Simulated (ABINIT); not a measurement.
Planning a run of ABINIT 10.8.3 on NaF (Villiaumite). The input:

```
acell 3*1.0 Angstrom
rprim 
  -0.000000000000 2.320000000000 2.320000000000
  2.320000000000 -0.000000000000 2.320000000000
  2.320000000000 2.320000000000 -0.000000000000
ntypat 2
znucl 11 9
natom 2
typat 1 2
xred 
  0.000000000000 0.000000000000 0.000000000000
  0.500000000000 0.500000000000 0.500000000000
pp_dirpath "pseudos"
pseudos "Na.upf, F.upf"
ecut 38
ngkpt 4 4 4
nshiftk 1
shiftk 0 0 0
kptopt 1
chksymbreak 0
istwfk *1
occopt 1
irdwfk 1
optdriver 4
nband 26
gwcalctyp 28
ecutsigx 38
symsigma 0
nkptgw 8
kptgw 
  0.0000000000 0.0000000000 0.0000000000
  0.2500000000 0.0000000000 0.0000000000
  0.5000000000 0.0000000000 0.0000000000
  0.2500000000 0.2500000000 0.0000000000
  0.5000000000 0.2500000000 0.0000000000
  -0.2500000000 0.2500000000 0.0000000000
  0.5000000000 0.5000000000 0.0000000000
  -0.2500000000 0.5000000000 0.2500000000
bdgw 
  1 15
  1 15
  1 15
  1 15
  1 15
  1 15
  1 15
  1 15
ecuteps 4
irdscr 1
ppmodel 1
irdqps 1
rhoqpmix 0.3
indata_prefix "in"
outdata_prefix "out"
tmpdata_prefix "tmp"
```

```sh
OMP_NUM_THREADS=1 mpirun -n 4 abinit run.abi > log
```

Question: How long will it take on 4 MPI ranks of Arm Neoverse V1, shared host, and how much memory?

It took 24 s; on shared hardware allow 12 s to 49 s. Peak host memory was 0.77 GiB.

[Paths, hosts, dates, memory and timing lines, banners, echoed tables and standing remarks are left out of the program output.]

[Logs are printed without paths, hosts, clocks, repeated set-up lines and the standing remarks that a program may print on its own settings, such as how far it seeks lower states.]

[Runs of the session that timed out or met a known fault of the program may be left out.]

[Hosts, paths, dates, database ids (printed as entryN), source tags and the programs' standing remarks are cut or masked in the printed files.]

[G0W0 gaps are taken among the corrected bands and points alone; a level outside them can change the order at an edge.]

[Where Ansatz stands beside ABINIT at settings called matched, ABINIT's density can come from a denser mesh and the files from another edition; pairs whose starting gaps differed by over 0.03 eV were left out, so agreement reads better than it is.]
